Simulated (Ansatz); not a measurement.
# BeAlGeH (built on the sites of a database entry of CaGaGeH): the cell at rest

Task: relax BeAlGeH (built on the sites of a database entry of CaGaGeH) tightly.

Calculated with Ansatz 0.2.0; DFT PBEsol, scalar-relativistic, plane waves, PAW.

Most raw output is cut from this account.

The structure was built from a prototype and need not be the compound's stable phase.

### 1. The structure

The structure is trigonal, space group P3m1 (No. 156). Conventional cell: a = 3.430 Å, b = 3.430 Å, c = 3.966 Å, α = 90.00°, β = 90.00°, γ = 120.00°. Be has 3 H at 2.00 Å nearest. Nearest to Al lie 1 H at 1.44 Å and 3 Ge at 2.06 Å. Ge has 3 Al at 2.06 Å nearest. Nearest to H lie 1 Al at 1.44 Å. Farther neighbours are not listed.

### 2. A coarse first look

First a cheap look: the gap decides the mesh and the occupations, the pressure tells how far the cell has to move.

input.yaml reads:

```yaml
crystal:
  lattice:
    - [3.43011, 0.0, 0.0]
    - [-1.71506, 2.97057, 0.0]
    - [0.0, 0.0, 3.96609]
  atoms:
    - { symbol: Be, position: [0.3333333333, 0.6666666667, 0.0] }
    - { symbol: Al, position: [0.0, 0.0, 0.5652] }
    - { symbol: Ge, position: [0.6666666667, 0.3333333333, 0.4243] }
    - { symbol: H, position: [0.0, 0.0, 0.9293] }
kpoints:
  mp_grid: { grid: [6, 6, 4] }
hamiltonian:
  xc: pbesol
scf:
  occupations: { method: gaussian, width: 0.1 }
output:
  forces: true
  stress: true
  eigenvalues: true
```

The run is started by

```bash
ansatz run input.yaml --threads 4 --pin off --max-ram 7168MiB --backend cpu --events-out ev --progress --plain --runs-dir out
```

Run time: 0.52 s. Hardware: 4 threads of Arm Neoverse V2, shared host; peak memory 0.3 GiB; 1.5 s of CPU time.

This step gave:

```yaml
pressure: 56.12 GPa
volume_per_atom: 10.10 Å³
gap_on_the_k_mesh: 0 eV
```

The coarse mesh shows no gap and a pressure of 56.1 GPa.

### 3. Coarse relaxation

The start is far from rest, so a relaxation with loose tolerances brings it close first.

input.yaml: that of step 2 with these lines changed.

```diff
@@ -11,3 +11,3 @@
 kpoints:
-  mp_grid: { grid: [6, 6, 4] }
+  mp_grid: { grid: [6, 6, 6] }
 hamiltonian:
@@ -20 +20,6 @@
   eigenvalues: true
+relax:
+  adjacent_minimum: "off"
+  f_tol: 0.05
+  max_steps: 80
+  cell: { stress_tol: 0.5 }
```

Wall time 18 s (4 threads); peak memory 0.36 GiB.

The steps of the relaxation (22 of 25):

```
step  energy less that of the first step (eV)  largest force component (eV/Å)  pressure (GPa)  volume (Å³)
   1                                   0.0000                          4.9678           56.13        40.41
   2                                  -2.0913                          3.0678           24.97        45.18
   3                                  -3.1231                          1.5437            7.67        48.88
   4                                  -3.4353                          0.2206            0.08        50.99
   6                                  -3.5122                          0.1575           -2.57        52.35
   7                                  -3.5270                          0.0884           -1.26        51.37
   8                                  -3.5399                          0.1641            0.64        49.70
   9                                  -3.5517                          0.1779            1.33        48.70
  10                                  -3.5020                          0.9350            4.55        45.70
  11                                  -3.5766                          0.1043            0.81        48.33
  12                                  -3.6110                          0.0640            0.71        47.82
  14                                  -3.7143                          0.8017            2.09        44.96
  15                                  -3.7561                          0.5003           -0.25        44.82
  16                                  -3.7327                          0.6044            0.89        45.10
  17                                  -3.7709                          0.0221            0.13        44.86
 18*                                  -3.9621                          0.0229            4.09        44.86
  19                                  -4.0058                          0.0306            2.17        45.57
  20                                  -4.0446                          0.0484            0.27        46.28
  22                                  -4.0616                          0.0144            0.00        46.15
  23                                  -4.0611                          0.0220           -0.32        46.43
  24                                  -4.0623                          0.0163           -0.07        46.22
 25*                                  -4.0642                          0.0162           -0.04        46.22
```

Relaxation steps marked * repeat the geometry before them on a plane-wave basis chosen anew for their cell, so energy and pressure can jump there. Other such steps can lie between the rows shown. Relaxation steps 10, 16, 23 were tried and not accepted.

The run keeps the 6 symmetry operations that it works with, so distortions that break them were not tested.

```
     cell as run  before  after   change
           a (Å)   3.430  3.045  -11.2 %
           b (Å)   3.430  3.045  -11.2 %
           c (Å)   3.966  5.758  +45.2 %
volume (Å³/atom)   10.10  11.56  +14.4 %
```

The atoms that moved most (Å, as changes of fractional coordinates times the final cell):

```csv
atom,dx,dy,dz,length
Ge3,0.000,0.000,-0.737,0.737
Al2,0.000,0.000,0.527,0.527
H4,0.000,0.000,0.263,0.263
Be1,0.000,0.000,-0.053,0.053
```

Numbers from this step:

```yaml
pressure: -0.03684 GPa
volume_per_atom: 11.56 Å³
```

In this step the volume went from 10.10 to 11.56 Å³/atom.

### 4. Bringing the structure to rest

Harmonic phonons are second derivatives at a point where the forces vanish, and they are wanted at zero stress, so atoms and cell are relaxed first.

input.yaml reads:

```yaml
crystal:
  lattice:
    - [3.0445037097, 2.5622e-06, 0.0]
    - [-1.5222540738, 2.6366162734, 0.0]
    - [0.0, 0.0, 5.7580038408]
  atoms:
    - { symbol: Be, position: [0.3333333333, 0.6666666667, -0.0092605085] }
    - { symbol: Al, position: [0.0, 0.0, 0.6567834638] }
    - { symbol: Ge, position: [0.6666666667, 0.3333333333, 0.2962295864] }
    - { symbol: H, position: [0.0, 0.0, 0.9750474583] }
kpoints:
  mp_grid: { grid: [15, 15, 8] }
hamiltonian:
  xc: pbesol
scf:
  occupations: { method: gaussian, width: 0.1 }
output:
  forces: true
  stress: true
  eigenvalues: true
  write_density: true
  write_potential: true
  elf: true
  volumetric_format: npy
relax:
  adjacent_minimum: "off"
  f_tol: 0.005
  max_steps: 80
  cell: { stress_tol: 0.05 }
```

Wall time 50 s (4 threads); peak memory 0.5 GiB; 3.2 min of CPU time.

Step by step:

```csv
step,energy less that of the first step (eV),largest force component (eV/Å),pressure (GPa),volume (Å³)
1,0.0000,0.2357,0.20,46.22
2,-0.0781,0.1214,0.18,45.87
3,-0.1264,0.0855,0.38,45.55
4,-0.1479,0.0297,0.02,45.62
5,-0.1863,0.1504,1.12,45.10
6,-0.1958,0.1039,-0.52,45.99
7,-0.1974,0.0787,-0.62,46.37
8,-0.2043,0.0601,-0.06,45.92
9,-0.2049,0.0121,-0.18,45.99
10,-0.2051,0.0050,0.12,45.85
11,-0.2051,0.0006,0.00,45.91
12*,-0.2172,0.0014,0.34,45.91
13,-0.2184,0.0041,0.08,46.14
14,-0.2184,0.0040,0.00,46.21
15*,-0.2185,0.0040,0.00,46.21
```

Relaxation steps marked * repeat the geometry before them on a plane-wave basis chosen anew for their cell, so energy and pressure can jump there.

Forces are held to the 6 operations that the run works with; a distortion that breaks them can't arise in this run.

```
     cell as run  before  after   change
           a (Å)   3.045  2.801   -8.0 %
           b (Å)   3.045  2.801   -8.0 %
           c (Å)   5.758  6.801  +18.1 %
volume (Å³/atom)   11.56  11.55   -0.0 %
```

The atoms that moved most (Å, as changes of fractional coordinates times the final cell):

| atom | dx | dy | dz | length |
| --- | --- | --- | --- | --- |
| H4 | 0.000 | 0.000 | -0.184 | 0.184 |
| Be1 | 0.000 | 0.000 | 0.097 | 0.097 |
| Al2 | 0.000 | 0.000 | 0.047 | 0.047 |
| Ge3 | 0.000 | 0.000 | 0.040 | 0.040 |

The relaxed structure:

```xyz
4
Lattice="2.8010 0.0000 0.0000 -1.4005 2.4258 0.0000 0.0000 0.0000 6.8008" Properties=species:S:1:pos:R:3 pbc="T T T"
Be    0.0000    1.6172    0.0340
Al    0.0000    0.0000    4.5135
Ge    1.4005    0.8086    2.0548
H     0.0000    0.0000    6.4471
```

This step gave:

* pressure: -3.40e-4 GPa
* volume per atom: 11.55 Å³

Electrostatic potential energy in the ac plane at fractional y = 0.000, with atoms of Al and H within 0.2 Å of it. With pseudopotentials it is smooth inside the atoms' cores, unlike the true potential.

Values in eV, 24 rows by 15 columns, each cell a mean:
```
-10 -10  -6   6   6   6   5   4   4   4   6   6   6  -6 -10
-10 -10  -4   6   7   7   7   6   6   7   7   7   6  -4 -10
 -2   2   6   8   9   9   9   9   9   9   9   9   8   6   2
  4   5   6   7   9   9  10  10  10  10   9   9   7   6   5
 -3  -3   0   3   6   8   9  10  10   9   8   6   3   0  -3
 -9  -9  -9  -6   0   5   8   9   9   8   5   0  -6  -9  -9
 -1  -2  -7 -10  -6   1   6   8   8   6   1  -6 -10  -7  -2
  5   4  -2  -9  -9  -2   5   7   7   5  -2  -9  -9  -2   4
  3   1  -4  -9  -8  -1   5   8   8   5  -1  -8  -9  -4   1
 -6  -7  -9  -9  -3   3   7   9   9   7   3  -3  -9  -9  -7
 -8  -7  -5  -1   3   7   9  10  10   9   7   3  -1  -5  -7
  3   4   5   7   8   9  10  10  10  10   9   8   7   5   4
  8   8   9   9   9   9   9   9   9   9   9   9   9   9   8
 10  10  10   9   8   7   6   6   6   6   7   8   9  10  10
 10  10   9   8   6   4   1  -1  -1   1   4   6   8   9  10
 10   9   8   6   3  -1  -6  -9  -9  -6  -1   3   6   8   9
 10   9   8   6   2  -4  -9 -10 -10  -9  -4   2   6   8   9
 10   9   8   7   4   0  -5  -8  -8  -5  -1   4   7   8  10
 10  10  10   8   7   4   2   0   0   2   4   7   8  10  10
 11  11  10  10   9   8   7   6   6   7   8   9  10  10  11
 11  11  11  10  10   9   8   7   7   8   9  10  10  11  11
 11  11  10  10   9   8   7   6   6   7   8   9  10  10  11
  8   8   9   9   8   6   5   4   4   5   6   8   9   9   8
 -5  -1   5   7   6   5   4   2   2   3   5   7   7   5  -1
```
Columns run along a (2.8 Å; values clipped at the 3rd and 97th percentile), rows up along c (6.8 Å). Atoms in or near the plane, at fractional coordinates: Al at (0.00, 0.66), H at (0.00, 0.95).

ELF in the ac plane at fractional y = 0.000, with atoms of Al and H within 0.2 Å of it. It is the smooth field of the valence electrons, not physical close to the nuclei.

Values, 24 rows by 15 columns, each cell a mean:
```
0.99 0.99 0.97 0.89 0.73 0.53 0.36 0.29 0.29 0.36 0.53 0.72 0.89 0.97 0.99
0.99 0.99 0.97 0.88 0.70 0.50 0.36 0.29 0.29 0.36 0.50 0.70 0.88 0.97 0.99
0.93 0.91 0.84 0.70 0.53 0.39 0.31 0.29 0.29 0.31 0.39 0.53 0.70 0.84 0.91
0.73 0.69 0.60 0.48 0.39 0.33 0.31 0.31 0.31 0.31 0.33 0.39 0.48 0.60 0.69
0.46 0.45 0.41 0.39 0.39 0.40 0.41 0.41 0.41 0.41 0.40 0.39 0.39 0.41 0.45
0.14 0.15 0.20 0.32 0.46 0.54 0.57 0.57 0.57 0.57 0.54 0.46 0.32 0.20 0.15
0.08 0.05 0.05 0.19 0.48 0.66 0.69 0.69 0.69 0.69 0.66 0.48 0.19 0.05 0.05
0.25 0.18 0.03 0.11 0.45 0.69 0.72 0.71 0.71 0.72 0.69 0.45 0.11 0.03 0.18
0.17 0.11 0.04 0.14 0.45 0.64 0.67 0.65 0.66 0.67 0.64 0.45 0.14 0.03 0.11
0.07 0.09 0.15 0.31 0.48 0.55 0.53 0.51 0.51 0.53 0.55 0.48 0.31 0.15 0.09
0.32 0.34 0.40 0.46 0.47 0.44 0.40 0.38 0.38 0.40 0.44 0.47 0.46 0.40 0.34
0.48 0.47 0.46 0.44 0.40 0.37 0.35 0.34 0.34 0.35 0.37 0.40 0.44 0.46 0.47
0.40 0.40 0.39 0.39 0.39 0.40 0.40 0.41 0.41 0.40 0.40 0.39 0.39 0.39 0.40
0.34 0.34 0.37 0.40 0.43 0.45 0.45 0.45 0.45 0.45 0.45 0.43 0.40 0.37 0.34
0.32 0.34 0.38 0.42 0.43 0.42 0.42 0.41 0.41 0.42 0.42 0.43 0.42 0.38 0.34
0.32 0.33 0.38 0.40 0.40 0.39 0.39 0.39 0.39 0.39 0.39 0.40 0.40 0.38 0.33
0.29 0.31 0.36 0.39 0.38 0.38 0.38 0.38 0.38 0.38 0.38 0.38 0.39 0.36 0.31
0.24 0.26 0.32 0.37 0.39 0.39 0.39 0.39 0.39 0.39 0.39 0.39 0.37 0.32 0.26
0.18 0.20 0.26 0.34 0.40 0.43 0.44 0.44 0.44 0.44 0.43 0.40 0.34 0.26 0.20
0.13 0.14 0.19 0.28 0.38 0.47 0.52 0.54 0.54 0.52 0.47 0.38 0.28 0.19 0.14
0.11 0.12 0.15 0.22 0.32 0.43 0.52 0.57 0.57 0.52 0.43 0.32 0.22 0.15 0.12
0.21 0.21 0.22 0.24 0.30 0.38 0.46 0.51 0.51 0.46 0.38 0.30 0.24 0.22 0.21
0.65 0.62 0.54 0.45 0.39 0.37 0.37 0.38 0.38 0.37 0.37 0.39 0.45 0.54 0.62
0.94 0.92 0.85 0.72 0.57 0.44 0.35 0.30 0.30 0.35 0.44 0.57 0.72 0.86 0.92
```
Columns run along a (2.8 Å), rows up along c (6.8 Å). Atoms in or near the plane, at fractional coordinates: Al at (0.00, 0.66), H at (0.00, 0.95).

Valence density in the ac plane at fractional y = 0.000, with atoms of Al and H within 0.2 Å of it. It is the smooth field of the valence electrons, not physical close to the nuclei.

Ten steps, logarithmic in the rise over the least value, from '0' (0.1 e/Å³) to '9' (1.6 e/Å³), each cell a mean:
```
998765444456789
998655444455689
776654433445667
665544333344556
555444444444455
334444444444443
112445555554421
001345555554310
002345555554320
223444444444432
444444444444444
444444444444444
444444444444444
444455555555444
445556666665554
455566777766554
455567788776555
445566777766554
344556666665544
333455566555433
333444555544433
444444455444444
655554444445555
777655444455677
```
Columns run along a (2.8 Å), rows up along c (6.8 Å). Atoms in or near the plane, at fractional coordinates: Al at (0.00, 0.66), H at (0.00, 0.95).

In this step the volume went from 11.56 to 11.55 Å³/atom.

### 5. Tight relaxation

Phonons need a cell at rest on their own settings, so the relaxation is repeated with tight tolerances on forces and stress on the k mesh and occupations of the first response run.

input.yaml reads:

```yaml
crystal:
  lattice:
    - [2.801031534, 2.3573e-06, 0.0]
    - [-1.4005178085, 2.4257632866, 0.0]
    - [0.0, 0.0, 6.8008052243]
  atoms:
    - { symbol: Be, position: [0.3333333333, 0.6666666667, 0.0050003506] }
    - { symbol: Al, position: [0.0, 0.0, 0.6636727532] }
    - { symbol: Ge, position: [0.6666666667, 0.3333333333, 0.3021386894] }
    - { symbol: H, position: [0.0, 0.0, 0.9479882068] }
kpoints:
  mp_grid: { grid: [18, 18, 8] }
hamiltonian:
  xc: pbesol
scf:
  occupations: { method: methfessel_paxton, width: 0.2 }
output:
  forces: true
  stress: true
  eigenvalues: true
relax:
  adjacent_minimum: "off"
  f_tol: 0.001
  max_steps: 60
  cell: { stress_tol: 0.01 }
```

It took 24 s on 4 threads; peak memory 0.54 GiB; 92 s of CPU time.

The steps of the relaxation:

```csv
step,energy less that of the first step (eV),largest force component (eV/Å),pressure (GPa),volume (Å³)
1,0.0000,0.0504,-0.04,46.21
2,-0.0008,0.0226,-0.04,46.25
3,-0.0009,0.0023,-0.01,46.22
4,-0.0009,0.0015,-0.01,46.22
5,-0.0009,0.0002,0.00,46.22
6*,-0.0009,0.0002,0.00,46.22
```

Relaxation steps marked * repeat the geometry before them on a plane-wave basis chosen anew for their cell, so energy and pressure can jump there.

The run keeps the 6 symmetry operations that it works with, so distortions that break them were not tested.

```
conventional cell, symmetrised  before  after  change
                         a (Å)   2.801  2.795  -0.2 %
                         b (Å)   2.801  2.795  -0.2 %
                         c (Å)   6.801  6.831  +0.4 %
              volume (Å³/atom)   11.55  11.55  +0.0 %
```

Final coordinates:

```xyz
4
Lattice="2.7952 0.0000 0.0000 -1.3976 2.4207 0.0000 0.0000 0.0000 6.8307" Properties=species:S:1:pos:R:3 pbc="T T T"
Be    0.0000    1.6138    0.0304
Al    0.0000    0.0000    4.5387
Ge    1.3976    0.8069    2.0670
H     0.0000    0.0000    6.4705
```

Numbers from this step:

```
pressure : -0.001491 GPa
```

The largest force component left is 0.17 meV/Å and the pressure is -0.001 GPa, within the tolerances set. The cell now holds 11.55 Å³/atom.

### 6. What came out

* space group after relaxation (within 0.01 Å): P3m1
* lattice constant a: 2.795 Å
* lattice constant b: 2.795 Å
* lattice constant c: 6.831 Å
* volume per atom: 11.6 Å³

**Reading.** The largest force component left is 0.17 meV/Å and the pressure is -0.001 GPa, within the tolerances set. The cell now holds 11.55 Å³/atom. The relaxation keeps the symmetry of its start, so it says nothing on stability against lower symmetry. The starting cell was built on a prototype and not taken from a measurement, so the phase need not exist.

[Logs are printed without paths, hosts, clocks, repeated set-up lines and the standing remarks that a program may print on its own settings, such as how far it seeks lower states.]

[Hosts, paths, dates, database ids (printed as entryN), source tags and the programs' standing remarks are cut or masked in the printed files.]
